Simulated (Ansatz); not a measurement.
# Where V_Cl (site 2) puts its levels in the gap of CsLi3Cl4 (Cmcm)

Aim: at which Fermi levels does V_Cl (site 2) in CsLi3Cl4 (Cmcm) change its charge? The model is a cell of 64 host atoms with 1 Cl taken out.

Method: place-levels on PBEsol runs: charge-transition levels and formation energies with image-charge correction and potential alignment at the atomic sites, in Ansatz 0.2.0.

## (1) The structure

The cell holds 63 atoms: 8 Cs, 24 Li and 31 Cl. Its edges and angles: a = 8.872 Å, b = 10.316 Å, c = 15.848 Å, α = 90.0°, β = 98.0°, γ = 90.0°. It derives from CsLi3Cl4 (space group Cmcm). Nearest the centre at fractional (0.424, 0.375, 0.698): Li6 at 2.36 Å, Li4 at 2.42 Å, Cs32 at 3.40 Å, Cs48 at 3.40 Å, Cs1 at 3.40 Å, Cs16 at 3.40 Å, Cl13 at 3.71 Å, Cl28 at 3.71 Å.

Screening for the image-charge correction: ε∞ = (2.81, 2.74, 2.87), ε0 = (6.25, 6.26, 23.88), from a response run on this crystal (DFPT, PBEsol) at that run's own cell.

The cell's shortest repeat is 8.9 Å.

## (2) What was run first

A transition level is the Fermi level at which two charge states cost the same, so each charge needs its own total energy, at its own relaxed structure.

Random displacements of about 0.05 Å break the site symmetry at the start, so that the relaxation can reach a distorted minimum if there is one. Forces are taken at one point at (¼, ¼, ¼). The cell holds 1 electron more than the neutral one, with a uniform background that keeps it neutral on the whole.

The sampling was tested on the host first: at the k-points planned (1x1x1 shifted 0.25 0.25 0.25) its energy lies 0.000 eV an atom from the dense-mesh value, under the bound of 0.02 eV set for this test; that bounds the host's error, not the defect's.

One of the inputs; charge, spin and start change from state to state.

qm1.relax/input.yaml

```yaml
crystal:
  lattice:
    - [8.87234726, 0.0, 0.0]
    - [0.0, 0.0, -10.315629]
    - [-2.21808682, 15.6918361, 0.0]
  atoms:
    - { symbol: Cs, position: [0.17308297, 0.125, 0.69233188] }
    - { symbol: Cs, position: [0.32691703, 0.375, 0.30766812] }
[... 1 atom line left out ...]
    - { symbol: Li, position: [0.46303431, 0.375, 0.85213724] }
    - { symbol: Li, position: [0.23323805, 0.125, 0.93295221] }
    - { symbol: Li, position: [0.38680461, 0.375, 0.54721844] }
[... 3 atom lines left out ...]
    - { symbol: Cl, position: [0.12080338, 0.375, 0.48321354] }
    - { symbol: Cl, position: [0.22897387, 0.375, 0.91589549] }
[... 1 atom line left out ...]
    - { symbol: Cl, position: [0.46691908, 0.125, 0.86767633] }
    - { symbol: Cl, position: [0.37919662, 0.125, 0.51678646] }
[... 1 atom line left out ...]
    - { symbol: Cs, position: [0.17308297, 0.625, 0.69233188] }
[... 3 atom lines left out ...]
    - { symbol: Li, position: [0.23323805, 0.625, 0.93295221] }
[... 7 atom lines left out ...]
    - { symbol: Cl, position: [0.46691908, 0.625, 0.86767633] }
[... 1 atom line left out ...]
    - { symbol: Cl, position: [0.37919662, 0.625, 0.51678646] }
[... 1 atom line left out ...]
    - { symbol: Cs, position: [0.67308297, 0.125, 0.69233188] }
[... 3 atom lines left out ...]
    - { symbol: Li, position: [0.73323805, 0.125, 0.93295221] }
    - { symbol: Li, position: [0.88680461, 0.375, 0.54721844] }
[... 3 atom lines left out ...]
    - { symbol: Cl, position: [0.62080338, 0.375, 0.48321354] }
    - { symbol: Cl, position: [0.72897387, 0.375, 0.91589549] }
[... 2 atom lines left out ...]
    - { symbol: Cl, position: [0.92446762, 0.375, 0.69787048] }
[... 2 atom lines left out ...]
    - { symbol: Cs, position: [0.67308297, 0.625, 0.69233188] }
[... 3 atom lines left out ...]
    - { symbol: Li, position: [0.73323805, 0.625, 0.93295221] }
[... 10 atom lines left out ...]
    - { symbol: Cl, position: [0.53308092, 0.875, 0.13232367] }
  host:
    repeats: [2, 2, 1]
    atoms:
      - { symbol: Cs, position: [0.34616594, 0.25, 0.69233188] }
      - { symbol: Cs, position: [0.65383406, 0.75, 0.30766812] }
      # ... 14 more atoms of the perfect host
total_charge: -1
basis:
  ecutwfc: 420
  xc_grid: 2
hamiltonian:
  xc: pbesol
kpoints:
  mp_grid: { grid: [1, 1, 1], shift: [0.25, 0.25, 0.25] }
scf:
  occupations: { method: fixed }
  max_iter: 60
output:
  forces: true
  charged_corrections:
    epsilon: [2.81, 2.74, 2.87]
    static_epsilon: [6.25, 6.26, 23.88]
    defect_position: [0.424468, 0.375, 0.69787]
relax:
  f_tol: 0.02
  max_steps: 80
  random_displacement: { amplitude: 0.05, seed: 7821 }
checkpoint:
  write: "../qm1.relax.run"
  compress: false
  write_wavefunctions: true
  write_every: 100000
```

Run with:

```bash
ansatz run input.yaml --threads 4 --pin off --max-ram 7536MiB --backend cpu --events-out ev --progress --plain --runs-dir out
```

Defect states can disperse in a cell of this size, so the energy is taken again at a 2×2×2 shifted mesh, on the relaxed structure.

The run of this state that the levels use, under PBEsol:

qm1.point/input.yaml

```yaml
crystal:
  checkpoint: "../qm1.relax.run"
  host: checkpoint
total_charge: -1
basis:
  ecutwfc: 420
  xc_grid: 2
hamiltonian:
  xc: pbesol
kpoints:
  mp_grid: { grid: [2, 2, 2], shift: [0.5, 0.5, 0.5] }
scf:
  occupations: { method: fermi_dirac, width: 0.01 }
  max_iter: 60
output:
  forces: true
  eigenvalues: true
  charged_corrections:
    epsilon: [2.81, 2.74, 2.87]
    static_epsilon: [6.25, 6.26, 23.88]
    defect_position: [0.424468, 0.375, 0.69787]
  eigenstates: { localisation: true }
  populations: true
  band_densities: [{ bands: [v1, v1] }, { bands: [c1, c1] }]
  write_density: true
  write_potential: true
  volumetric_format: npy
  elf: true
checkpoint:
  read: "../qm1.relax.run"
  write: "../qm1.point.run"
  compress: false
  write_wavefunctions: false
  write_every: 100000
```

Relaxations under PBEsol at one point at (¼, ¼, ¼); times on 4 threads of Arm Neoverse V2, shared host:

```
charge  moment (μB)  occupations    outcome  steps  largest displacement against the far atoms (Å)     time
    −1            0        fixed  converged      7                                            0.47     78 s
     0            1        fixed  converged      4                                            0.06  1.7 min
    +1            0        fixed  converged      7                                            0.79     80 s
    −1            2        fixed  converged      4                                            0.06  1.9 min
```

Single points under PBEsol at a 2×2×2 shifted mesh; times on 4 threads of Arm Neoverse V2, shared host:

```
charge  moment (μB)  occupations    outcome     time
    −1            0  fermi-dirac  converged     91 s
     0            1  fermi-dirac  converged  3.2 min
    +1            0  fermi-dirac  converged     89 s
    −1            2  fermi-dirac  converged  3.6 min
```

Distances (Å) from the ideal centre to the nearest atoms after relaxation with PBEsol:

| charge | moment (μB) | 1. | 2. | 3. | 4. | 5. | 6. |
| --- | --- | --- | --- | --- | --- | --- | --- |
| −1 | 0 | Li 1.96 | Li 1.97 | Cs 3.36 | Cs 3.36 | Cs 3.36 | Cs 3.36 |
| −1 | 2 | Li 2.35 | Li 2.43 | Cs 3.35 | Cs 3.36 | Cs 3.36 | Cs 3.38 |
| 0 | 1 | Li 2.36 | Li 2.48 | Cs 3.37 | Cs 3.37 | Cs 3.37 | Cs 3.38 |
| +1 | 0 | Li 2.85 | Li 3.20 | Cs 3.47 | Cs 3.47 | Cs 3.47 | Cs 3.48 |

## (3) Levels against the band edges, PBEsol

A charged cell interacts with its images and the background, and its potential has another zero than the host's. place-levels removes the first by a point-charge model, screened by the static dielectric constant since the ions have relaxed around the charge, and the second by comparing potentials at atoms far from the defect.

The host is a run of the defect-free crystal in the same cutoffs, grids and k-points, so that basis and sampling errors cancel in part in the differences. The host is run in a cell of 16 atoms on a matching mesh. Its band edges are searched through the zone by a band path, so the gap is smaller than, or equal to, that on the mesh. Chemical potentials are energies per atom of Cl (Cl2 molecule), run with the same functional and cutoff.

levels.point.yaml

```yaml
host:
  run: host.point.run
states: [qm1.point.run, q0_M1.point.run, qp1.point.run, qm1_M2.point.run]
geometry_from:
  qm1.point.run: qm1.relax.run
  q0_M1.point.run: q0_M1.relax.run
  qp1.point.run: qp1.relax.run
  qm1_M2.point.run: qm1_M2.relax.run
  host.point.run: host.relax.run
chemical_potentials:
  Cl:
    energy: -1060.711994
    dataset: "<sha256 of the dataset>"
epsilon: [2.81, 2.74, 2.87]
static_epsilon: [6.25, 6.26, 23.88]
vertical:
  - { from: qm1.point.run, to: qm1.point_neutral.run }
  - { from: qp1.point.run, to: qp1.point_neutral.run }
  - { from: qm1_M2.point.run, to: qm1_M2.point_neutral.run }
```

Run with:

```bash
ansatz place-levels levels.point.yaml -- --threads 4 --pin off --max-ram 7536MiB
```

Numbers of over 12 decimals in the logs are rounded to 6 here.

Log:

```text
[... repeated set-up lines and file paths are left out, and long positions are rounded to six places ...]
(+1/0) 4.260 eV above the valence edge, 1.104 eV under the conduction edge
(0/-1) 5.121 eV above the valence edge, 0.243 eV under the conduction edge
formation energy of charge +1: +0.303 eV with the Fermi level at the valence edge
formation energy of charge 0: +4.563 eV with the Fermi level at the valence edge
formation energy of charge -1: +9.684 eV with the Fermi level at the valence edge
vertical -1 to 0: no energy, since no alignment is typed
  the change from vertical[0].from (qm1.point.run) to vertical[0].to (qm1.point_neutral.run): by its potential at epsilon [2.81, 2.74, 2.87] it stands at 0.424 0.375 0.697, with an rms radius of about 2.3 Å (1.3 1.4 1.3 Å across the planes of the cell's [...]
vertical +1 to 0: no energy, since no alignment is typed
  the change from vertical[1].from (qp1.point.run) to vertical[1].to (qp1.point_neutral.run): by its potential at epsilon [2.81, 2.74, 2.87] it stands at 0.422 0.375 0.684, with an rms radius of about 2.1 Å (1.0 1.2 1.4 Å across the planes of the cell's [...]
vertical -1 to 0: no energy, since no alignment is typed
  the change from vertical[2].from (qm1_M2.point.run) to vertical[2].to (qm1_M2.point_neutral.run): by its potential at epsilon [2.81, 2.74, 2.87] it stands at 0.468 0.382 0.291, with an rms radius of about 7.3 Å (3.4 3.8 5.2 Å across the planes of the cell's [...]
  edges by pbesol, gap 5.364 eV; the host is sampled to repeats of 27.21 Å
  the defect's cells are sampled to repeats of 27.21 Å, like sampling
  charge +1: -82564.1120 eV with its correction of +0.015 eV, at epsilon [6.25, 6.26, 23.88], aligned at sites: -0.0987 eV, mean over 49 atomic sites at or beyond 4.44 Å from the defect at [0.4245, 0.3750, 0.6979], with +0.024237 for the charge's moments and [...]
  charge 0: +0.000 eV for its dipole among its images, -0.000 omitted
  charge -1: -82551.0589 eV with its correction of +0.275 eV, at epsilon [6.25, 6.26, 23.88], aligned at sites: -0.1613 eV, mean over 49 atomic sites at or beyond 4.44 Å from the defect at [0.4245, 0.3750, 0.6979], with -0.020428 for the charge's moments and [...]
  charge -1: states[3] (qm1_M2.point.run) stands 0.705 eV higher, with a moment of 2.00 μB against 0.00
  of states[2] (qp1.point.run): its displacements don't fall off away from the defect: farther atoms stand 0.034 Å off the host's places. [...]
  of states[3] (qm1_M2.point.run): it parts from the run at its places by a charge that spreads by about 3.4 Å along one vector (1.5 Å or more is wide), by its potential at epsilon [2.81, 2.74, 2.87], taken for that of held ions (one typed too small widens [...]
  of vertical[1].from (qp1.point.run): its displacements don't fall off away from the defect: farther atoms stand 0.034 Å off the host's places. [...]
  of vertical[1].to (qp1.point_neutral.run): its displacements don't fall off away from the defect: farther atoms stand 0.034 Å off the host's places. [...]
  of vertical[2].from (qm1_M2.point.run): its displacements don't fall off away from the defect: farther atoms stand 0.018 Å off the host's places. [...]
  of vertical[2].to (qm1_M2.point_neutral.run): its displacements don't fall off away from the defect: farther atoms stand 0.018 Å off the host's places. [...]
```

The job ended after 0.36 s (4 threads of Arm Neoverse V2, shared host).

Under PBEsol the gap is 5.36 eV, (+1/0) 4.26, (0/−1) 5.12 eV.

Levels between the charges placed, in eV above the valence top:

```csv
,gap (eV),(+1/0),(0/−1)
PBEsol,5.36,4.26,5.12
```

Corrections by state:

```csv
charge,moment (μB),image terms and alignment (eV),band filling (eV),ε used,"over the lowest of its charge, as the program ranks them, band filling apart (eV)"
+1,0.0,0.015,-,"principal values (6.25, 6.26, 23.88)",0.000
0,1.0,0.000,-,-,0.000
−1,0.0,0.275,-,"principal values (6.25, 6.26, 23.88)",0.000
−1,2.0,0.185,-,"principal values (6.25, 6.26, 23.88)",0.705
```

The charged structures listed were also run neutral, and place-levels reads from each pair, by the potential or the spins, how wide the charge is by which they differ; that can be the carrier of either run.

| charge | rms radius (Å) | spread where it is widest against the cell (Å) | wide from (Å) | reading |
| --- | --- | --- | --- | --- |
| +1 | 2.1 | 1.23 | 1.79 | narrow |
| −1 | 2.3 | 1.32 | 1.52 | narrow |

The neutral runs of these pairs need not share the spin of the lowest neutral state, and very wide values only mean spread over the cell.

From the program's caveats on the states, each cut to its opening words:

- charge +1: its displacements don't fall off away from the defect: farther atoms stand 0.034 Å off the host's places
- charge −1 (2 μB): it parts from the run at its places by a charge that spreads by about 3.4 Å along one vector (1.5 Å or more is wide), by its potential at epsilon [2.81, 2.74, [...]
- charge −1 (2 μB): its alignment with the host at atomic sites is doubtful: the mean over the far sites moves by -0.1688 eV from their farther parts to their nearer, more than [...]
- charge −1 (2 μB): its displacements don't fall off away from the defect: farther atoms stand 0.018 Å off the host's places
- charge −1 (2 μB): its moments are held at its close (magnetization.spin_locking), by a field of 0.285 eV a Bohr magneton, and its energy and levels are of the state that this [...]

Chemical potentials of the elements' reference phases, run alike. Formation energies (elemental references), with the Fermi level at the valence top and at the conduction bottom (gap 5.36 eV):

```
charge  at valence top (eV)  at conduction bottom (eV)  correction included (eV)
    +1                 0.30                       5.67                      0.01
     0                 4.56                       4.56                      0.00
    −1                 9.68                       4.32                      0.27
```

Fermi level (eV), lowest formation energy (eV) and a bar:
```
     0.00       0.30 
     0.49       0.79 ###
     0.97       1.28 #######
     1.46       1.77 ##########
     1.95       2.25 ##############
     2.44       2.74 #################
     2.93       3.23 #####################
     3.41       3.72 ########################
     3.90       4.21 ###########################
     4.39       4.56 ##############################
     4.88       4.56 ##############################
     5.36       4.32 ############################
```

## (4) Effect of the sampling

The relaxations' own energies give the levels at their sampling, for comparison.

levels.relax_mesh.yaml

```yaml
host:
  run: host.relax.run
states: [qm1.relax.run, q0_M1.relax.run, qp1.relax.run, qm1_M2.relax.run]
chemical_potentials:
  Cl:
    energy: -1060.711994
    dataset: "<sha256 of the dataset>"
```

Run with:

```bash
ansatz place-levels levels.relax_mesh.yaml -- --threads 4 --pin off --max-ram 7536MiB
```

Log:

```text
(+1/0) 4.260 eV above the valence edge, 1.104 eV under the conduction edge
(0/-1) 5.126 eV above the valence edge, 0.238 eV under the conduction edge
formation energy of charge +1: +0.303 eV with the Fermi level at the valence edge
formation energy of charge 0: +4.563 eV with the Fermi level at the valence edge
formation energy of charge -1: +9.689 eV with the Fermi level at the valence edge
  edges by pbesol, gap 5.364 eV; the host is sampled to repeats of 13.61 Å
[... the lines on each state left out ...]
```

Elapsed: 0.11 s, on 4 threads.

Levels between neighbouring charges, in eV above the valence top:

|  | gap (eV) | (+1/0) | (0/−1) |
| --- | --- | --- | --- |
| one point at (¼, ¼, ¼) | 5.36 | 4.26 | 5.13 |
| a 2×2×2 shifted mesh | 5.36 | 4.26 | 5.12 |

Going from one point at (¼, ¼, ¼) to a 2×2×2 shifted mesh moves the levels that carry no band-filling term by up to 0.00 eV and formation energies against the elements by up to 0.01 eV.

## (5) Placing the levels, r2SCAN

r2SCAN on the same structure is run to see how far the result rests on the functional, though not on the errors that semilocal functionals share; the sampling changes too, to one point at (¼, ¼, ¼), so differences hold both changes.

qm1.r2scan/input.yaml

```yaml
crystal:
  checkpoint: "../qm1.relax.run"
  host: checkpoint
total_charge: -1
basis:
  ecutwfc: 500
  xc_grid: 2
hamiltonian:
  xc: r2scan
kpoints:
  mp_grid: { grid: [1, 1, 1], shift: [0.25, 0.25, 0.25] }
scf:
  occupations: { method: fermi_dirac, width: 0.01 }
  max_iter: 60
output:
  forces: true
  eigenvalues: true
  charged_corrections:
    epsilon: [2.81, 2.74, 2.87]
    static_epsilon: [6.25, 6.26, 23.88]
    defect_position: [0.424468, 0.375, 0.69787]
checkpoint:
  write: "../qm1.r2scan.run"
  compress: false
  write_wavefunctions: false
  write_every: 100000
```

Wall time 32 s (4 threads); peak memory 2.9 GiB.

levels.r2scan.yaml

```yaml
host:
  run: host.r2scan.run
states: [qm1.r2scan.run, q0_M1.r2scan.run, qp1.r2scan.run, qm1_M2.r2scan.run]
geometry_from:
  qm1.r2scan.run: qm1.relax.run
  q0_M1.r2scan.run: q0_M1.relax.run
  qp1.r2scan.run: qp1.relax.run
  qm1_M2.r2scan.run: qm1_M2.relax.run
  host.r2scan.run: host.relax.run
chemical_potentials:
  Cl:
    energy: -1083.517615
    dataset: "<sha256 of the dataset>"
```

Run with:

```bash
ansatz place-levels levels.r2scan.yaml -- --threads 4 --pin off --max-ram 7536MiB
```

Log:

```text
(+1/0) 4.581 eV above the valence edge, 1.680 eV under the conduction edge
(0/-1) 5.756 eV above the valence edge, 0.506 eV under the conduction edge
formation energy of charge +1: +0.362 eV with the Fermi level at the valence edge
formation energy of charge 0: +4.943 eV with the Fermi level at the valence edge
formation energy of charge -1: +10.699 eV with the Fermi level at the valence edge
  edges by r2scan, gap 6.261 eV; the host is sampled to repeats of 13.61 Å
[... the lines on each state left out ...]
```

Elapsed: 0.19 s, on 4 threads.

Under r2SCAN the gap is 6.26 eV, (+1/0) 4.58, (0/−1) 5.76 eV.

## (6) Side by side

Levels between neighbouring charges, in eV above each run's own valence top:

```
                                        gap (eV)  (+1/0)  (0/−1)  CPU time a state at this stage (restarts are quicker than cold starts)
            PBEsol, 2×2×2 shifted mesh      5.36    4.26    5.12                                                                 9.2 min
r2SCAN on PBEsol structures, (¼, ¼, ¼)      6.26    4.58    5.76                                                                 4.9 min
```

## (7) What came out

- gap of the host: 5.36 eV (PBEsol)
- level (plus 1/0): 4.26 eV above the valence top
- level (0/minus 1): 5.12 eV above the valence top
- lowest of the charges placed, just above the valence top (0.02 eV): +1
- lowest of the charges placed, just below the conduction bottom (0.02 eV): −1
- lowest formation energy at mid-gap of the charges run, elemental references: 2.99 eV

**Reading.** Of the charges placed (−1, 0 and +1), the lowest changes at 4.26 eV (+1/0) and 5.12 eV (0/−1) above the valence top, in a gap of 5.36 eV. (0/−1) lies nearer to a band edge than the share of the finite-size correction in it (0.27 eV), and that correction holds for a localised charge alone. Charges above +1 and below −1 were not placed, so these runs say nothing of levels that involve them. States placed: +1 at 0 μB; 0 at 1 μB; −1 at 0 μB and 2 μB. Other spin states or structures, where not listed, weren't placed. Going from one point at (¼, ¼, ¼) to a 2×2×2 shifted mesh moves the levels that carry no band-filling term by up to 0.00 eV and formation energies against the elements by up to 0.01 eV. The program doubts the alignment of potentials for at least one state, a sign that the cell is small. What this leaves open: the images are only 8.9 Å apart; PBEsol makes the gap too small and tends to spread out bound carriers; where a gas molecule sets a chemical potential or the host's formation energy, its binding is uncorrected; spin–orbit coupling, which can matter with heavy atoms, is left out.

[Logs are printed without paths, hosts, clocks, repeated set-up lines and the standing remarks that a program may print on its own settings, such as how far it seeks lower states.]

[Hosts, paths, dates, database ids (printed as entryN), source tags and the programs' standing remarks are cut or masked in the printed files.]

[Where a table of states has a column of steps, it counts the stored structures, which are thinned; the runs took as many ionic steps or more.]

[A defect's name tells the site on which it was built; relaxed atoms can leave that site.]

[For some hosts the program warned that the k-mesh of the response run may be too coarse for force constants and the static dielectric constant; such warnings are not shown here.]
